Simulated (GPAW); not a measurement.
# Calculated records

### A GW chain in GPAW: WS2 (Tungstenite)

Symmetry: R3m, No. 160, trigonal system. Conventional cell: a = 3.158 Å, b = 3.158 Å, c = 18.490 Å, α = 90.00°, β = 90.00°, γ = 120.00°. W has 6 S at 2.39 to 2.42 Å nearest. Nearest to S lie 3 W at 2.39 Å. S has 3 W at 2.42 Å nearest. Farther neighbours and most contacts between anions are not listed.

* method: DFT, LDA, plane waves, PAW (and 1 further level or step)
* program: GPAW 26.7.0
* settings of one run: cutoff 450 eV, GPAW PAW setups 1.2.1 data release, 6×6×6 k-mesh, nbands 254
* cost: 4 runs, 12 min in all on 4 MPI ranks of Arm Neoverse V1, shared host (the runs of this entry)
* notes: The cell and positions come from the Crystallography Open Database and are kept as given unless a step says otherwise. Limits: no spin-orbit coupling. Bands and cutoff are finite, so the gap is not at the basis limit. The miss can reach some tenths of an eV and take either sign; the mesh is an error of its own.
* LDA gap: 0.94 eV, indirect
* G0W0 gap on the mesh: 1.36 eV
* GW settings: 6×6×6 mesh, 113 bands, screening to 96 eV, Godby-Needs plasmon pole
* known limits: not at the basis limit; no spin-orbit coupling

G0W0 moves the gap on the mesh from 0.94 eV to 1.36 eV (+0.42 eV), with Z of 0.79 and 0.80 at the edges. The dearest step here is «screening and self-energy».

[Runs of the session that timed out or met a known fault of the program may be left out.]

[Hosts, paths, dates, database ids (printed as entryN), source tags and the programs' standing remarks are cut or masked in the printed files.]
